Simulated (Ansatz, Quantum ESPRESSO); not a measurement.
# LiBe3 (Fm-3m): zone-centre phonons, part 3 of 3

Wanted: the vibrations of LiBe3 (Fm-3m) at Γ, by two programs.

Quantum ESPRESSO 7.5; DFT LDA, scalar-relativistic, plane waves, GBRV ultrasoft pseudopotentials.

So far. Step 5 (Linear response at Γ): The acoustic modes at Γ come out as far as 20.4 cm⁻¹ from zero, where they should vanish, a sizeable error of basis and grid. Step 6 (Zone-centre analysis): The rule also moves an optical mode by 0.7 cm⁻¹.

The structure was built from a prototype and need not be the compound's stable phase.

**9. The same in Ansatz**

The same cell goes through another code, with its own cutoff. The potentials differ. Its k mesh is centred on Γ.

This step: DFT LDA, scalar-relativistic, plane waves, PseudoDojo norm-conserving pseudopotentials (Ansatz 0.2.0).

Input file input.yaml:

```yaml
crystal:
  lattice:
    - [-2.5681673765, 0.0, 2.5681673765]
    - [0.0, 2.5681673765, 2.5681673765]
    - [-2.5681673765, 2.5681673765, 0.0]
  atoms:
    - { symbol: Li, position: [0.0, 0.0, 0.0] }
    - { symbol: Be, position: [0.5, 0.5, 0.5] }
    - { symbol: Be, position: [0.75, 0.75, 0.75] }
    - { symbol: Be, position: [0.25, 0.25, 0.25] }
kpoints:
  mp_grid: { grid: [12, 12, 12] }
hamiltonian:
  xc: lda
  pseudopotentials: { kind: nc, accuracy: standard }
scf:
  occupations: { method: cold, width: 0.27211 }
output:
  eigenvalues: true
phonons:
  method: dfpt
```

Started as:

```bash
$ ansatz run input.yaml --threads 4 --pin off --max-ram 8192MiB --backend cpu --events-out ev --progress --plain --runs-dir out
```

What it wrote:

```text
zone centre: on kpoints.mp_grid the ground state, and the responses unless they are solved on pairs of k-points, stand on 163 of the mesh's 1728 k-points, reduced under 8 symmetry operations, with k and −k counted as one. Each operation leaves every solved displacement unchanged or reverses it
Engine: ansatz 0.2.0, aarch64-unknown-linux-gnu
Pseudopotentials: kind: nc
Pseudopotential: Li, nc, valence charge 3, recommended cutoff 1006.821291 eV (normal), Li.nc.azcp (PseudoDojo's, or run here from an input of PseudoDojo's; its table is named by hamiltonian.pseudopotentials.accuracy)
Pseudopotential: Be, nc, valence charge 4, recommended cutoff 1197.300995 eV (normal), Be.nc.azcp (PseudoDojo's, or run here from an input of PseudoDojo's; its table is named by hamiltonian.pseudopotentials.accuracy)
Functional definition: SPW92
  exchange = slater_x
  correlation = pw_c
Crystal: 4 atoms, lattice volume = 33.877 Å³
Basis set: ecut = 1197.300995 eV, 3143 PW (Γ), exchange–correlation on 90×90×90 points (8 copies of the dense FFT grid, shifted against one another)
Bands: 12, of which v1, the nominal top of the filled ones, is band 8 counted from 1 (7 counted from 0)
Symmetry: 48 space group operations
k-points: 163 of 1728 (irreducible under 8 space group operations, time reversal used)
Non-local potential: Li, projectors of the file, l = 0: 2, l = 1: 2
Non-local potential: Be, projectors of the file, l = 0: 2, l = 1: 2
Initial density: superposition of atomic densities (chi_scale 0.1, normalization cell, long waves kept (reshape's long-wave potential 0.00 eV rms))
Initial wavefunctions: pseudopotential atomic-orbital guess
Functional: x = slater, c = lda
SCF iter   1: F=—  HF=-1322.194723 eV  |F-HF|=—  |Δ(HF+E_count)|=         —  Δρ=3.13e-2  dr2=6.60e-2  ethr=3.10e-3  ⟨swp⟩=5.7  Hψ=12669  notcnv=0
preconditioner: auto → none  [metal: Δε(μ)=0.022 eV  Ē_g=9.100 eV  σ=0.272 eV  W_gap=0.05  n_scr=8 (ndim 8)  ℏωp=16.9 eV  f_vac=0.000  D(μ)=0.81/eV (n_scr^D=0)  sad-step TF]
SCF iter   2: F=—  HF=-1322.180382 eV  |F-HF|=—  |Δ(HF+E_count)|=   1.43e-2  S|Δr|=    0.00e0  Δρ=1.59e-2  dr2=2.30e-2  ethr=4.40e-4  ⟨swp⟩=1.0  Hψ=3260  notcnv=0
SCF iter   3: F=—  HF=-1322.172628 eV  |F-HF|=—  |Δ(HF+E_count)|=   7.75e-3  S|Δr|=    0.00e0  Δρ=1.19e-3  dr2=1.10e-4  ethr=1.53e-4  ⟨swp⟩=2.1  Hψ=2502  notcnv=0
SCF iter   4: F=—  HF=-1322.172600 eV  |F-HF|=—  |Δ(HF+E_count)|=   2.78e-5  S|Δr|=    0.00e0  Δρ=1.54e-4  dr2=3.01e-6  ethr=7.36e-7  ⟨swp⟩=2.0  Hψ=2527  notcnv=0
SCF iter   5: F=—  HF=-1322.172609 eV  |F-HF|=—  |Δ(HF+E_count)|=   8.76e-6  S|Δr|=    0.00e0  Δρ=1.31e-5  dr2=1.87e-8  ethr=2.01e-8  ⟨swp⟩=1.1  Hψ=2034  notcnv=0
SCF iter   6: F=—  HF=-1322.172641 eV  |F-HF|=—  |Δ(HF+E_count)|=   3.20e-5  S|Δr|=    0.00e0  Δρ=8.36e-7  dr2=2.30e-10  ethr=1.25e-10  ⟨swp⟩=2.0  Hψ=2485  notcnv=0
SCF iter   7: F=-1322.172641 eV  HF=-1322.172641 eV  |F-HF|=4.55e-13  |Δ(HF+E_count)|=  6.03e-11  S|Δr|=    0.00e0  Δρ=1.27e-7  dr2=2.59e-12  ethr=1.00e-12  ⟨swp⟩=7.5  Hψ=10162  notcnv=0
SCF 1 converged in 7 iterations: F = -1322.172641 eV  dr2 = 2.59e-12
DFPT response loops at Γ: preconditioner auto → Kerker (q_TF=auto, 2.382 Å⁻¹) (partly filled bands, converged f_vac=0.000); β = 1.00, the filter's whole step (`scf.mixing.beta` (0.50) is not read by the response loops under this deck's `scf.mixing.preconditioner`; to damp them name `kerker` or `kerker_dos`, under which they read `scf.mixing.beta`, and type it under 1.00, their step now; both keys bind the ground state too); Broyden in place of MSR1
SCF converged after 7 iterations
Stability not checked: this state was not tested for a lower state beside it, because cold or Methfessel-Paxton smearing, or corrected tetrahedra, fill the levels in a way that the test cannot read (fill_not_monotonic; see scf.lower_state_search)
Free energy (F): -1322.172641 eV
Harris-Foulkes:  -1322.172641 eV  (|F-HF|=4.55e-13)
Internal energy: -1322.171368 eV  (E = F + TS)
E sigma→0 (E₀):  -1322.172216 eV
Entropy (-TS):   -0.001273 eV (-0.318 meV/atom)
Fermi energy:    6.305430 eV
--- Per-component energies (eV) ---
  E_band       = -604.105334
  E_kinetic    = 847.171457
  E_local      = -769.650814  (includes V_loc(G=0)·N_el)
  E_nonlocal   = -801.031530
  E_hartree    = 213.485945
  E_xc         = -234.377268
  E_vxc        = -307.566328  (∫ρ·V_xc dr)
  E_ewald      = -577.769156
  E_smearing   = -0.001273  (= −TS)
  E_closure    = 0.000000  (closes the sum)
  Σ components = -1322.172641   (vs F -1322.172641, Δ=0.00e0)
--- Band table (eV; the first three rows and the last of 163) ---
  k-point 0: bands = [... 4 lower, -2.3051, 8.8179, 8.8179, 8.8179, 9.7011, 9.7011, 9.7011, 13.1238]
  k-point 1: bands = [... 4 lower, -2.2280, 7.4602, 8.3844, 8.3844, 10.2591, 10.2591, 10.9401, 12.7439]
  k-point 2: bands = [... 4 lower, -1.9968, 5.8121, 7.8609, 7.8609, 10.7343, 10.7343, 12.0282, 12.4667]
  k-point 162: bands = [... 4 lower, 1.3080, 1.8838, 3.8500, 3.8500, 8.5254, 11.2123, 16.9509, 16.9509]
--- Phonons (Γ-DFPT): 3 representative perturbations + reference, on 163 of 1728 k-points (Σ response iterations 12) ---
  k mesh reduced under 8 symmetry operations, with k and −k counted as one. Each operation leaves every solved displacement unchanged or reverses it
  ASR residual: 1.107e-4 → 0.000e0 eV/Å²; symmetrization residual: 5.832e-6 eV/Å²
  ASR residual per site (eV/Å²): 3.55e-6 1.11e-4 8.95e-6 8.95e-6
  Γ frequencies (cm⁻¹): 0.00 0.00 0.00 405.93 405.93 405.93 537.53 537.53 537.53 673.55 673.55 673.55
  non-analytic LO–TO correction: not included (Born effective charges unavailable; polar crystals: no LO–TO splitting at Γ)
```

Run time: 18 s. Hardware: 4 threads of Arm Neoverse V2, shared host; peak memory 0.89 GiB; 71 s of CPU time.

Read from the output:

| Quantity | Value |
| --- | --- |
| sum-rule residual before enforcement | 1.11e-4 eV/Å² |
| highest optical zone-centre mode (no LO-TO term) | 673.5 cm⁻¹ |
| lowest optical zone-centre mode | 405.9 cm⁻¹ |

**10. Side by side: QE GBRV and Ansatz, PseudoDojo**

Worked out from the results:

```
root-mean-square difference : 0.34 cm⁻¹
largest difference          : 0.44 cm⁻¹
```

Frequencies side by side, by row:

```
q (reciprocal lattice)  mode  QE GBRV (cm⁻¹)  Ansatz, PseudoDojo (cm⁻¹)
                 0 0 0     1               0                          0
                 0 0 0     2               0                          0
                 0 0 0     3               0                          0
                 0 0 0     4           406.4                      405.9
                 0 0 0     5           406.4                      405.9
                 0 0 0     6           406.4                      405.9
                 0 0 0     7           537.8                      537.5
                 0 0 0     8           537.8                      537.5
                 0 0 0     9           537.8                      537.5
                 0 0 0    10           673.8                      673.5
                 0 0 0    11           673.8                      673.5
                 0 0 0    12           673.8                      673.5
```

At the zone centre the largest difference (acoustic modes at Γ apart) is 0.07 % of the highest mode.

**11. Summary of results**

```
space group after relaxation                                           : Fm-3m
volume per atom                                                        : 8.47 Å³
highest optical zone-centre mode (no LO-TO term)                       : 673.8 cm⁻¹
lowest optical zone-centre mode                                        : 406.4 cm⁻¹
imaginary optical modes at the zone centre (no q mesh in this session) : none
largest difference from Ansatz, PseudoDojo                             : 0.44 cm⁻¹
```

In words: At the LDA level the optical modes of LiBe3 (Fm-3m) at the zone centre run from 406 to 674 cm⁻¹. Of the 9 optical modes, 3 are Raman active alone and 6 are infrared active alone; inversion symmetry keeps the two sets apart. QE GBRV and Ansatz, PseudoDojo agree to 0.44 cm⁻¹ (0.07 % of the highest mode compared) on all solved modes but the acoustic ones at Γ, without the LO-TO term. These are harmonic frequencies at zero temperature: anharmonic shifts and linewidths and thermal expansion are left out. In a metal the frequencies hang on the k mesh and the smearing, most of all near Kohn anomalies. The runs are without spin polarisation, although the cell has an odd electron count or an open d or f shell, so a magnetic state was not tested. The LDA runs differ in the fit of the correlation energy, Perdew-Zunger in some and Perdew-Wang in others. The structure is a hypothetical one, built on a prototype.

[Host names and launcher messages were left out of these logs when they were recorded.]

[Logs are printed without paths, hosts, clocks, repeated set-up lines and the standing remarks that a program may print on its own settings, such as how far it seeks lower states.]

[Hosts, paths, dates, database ids (printed as entryN), source tags and the programs' standing remarks are cut or masked in the printed files.]
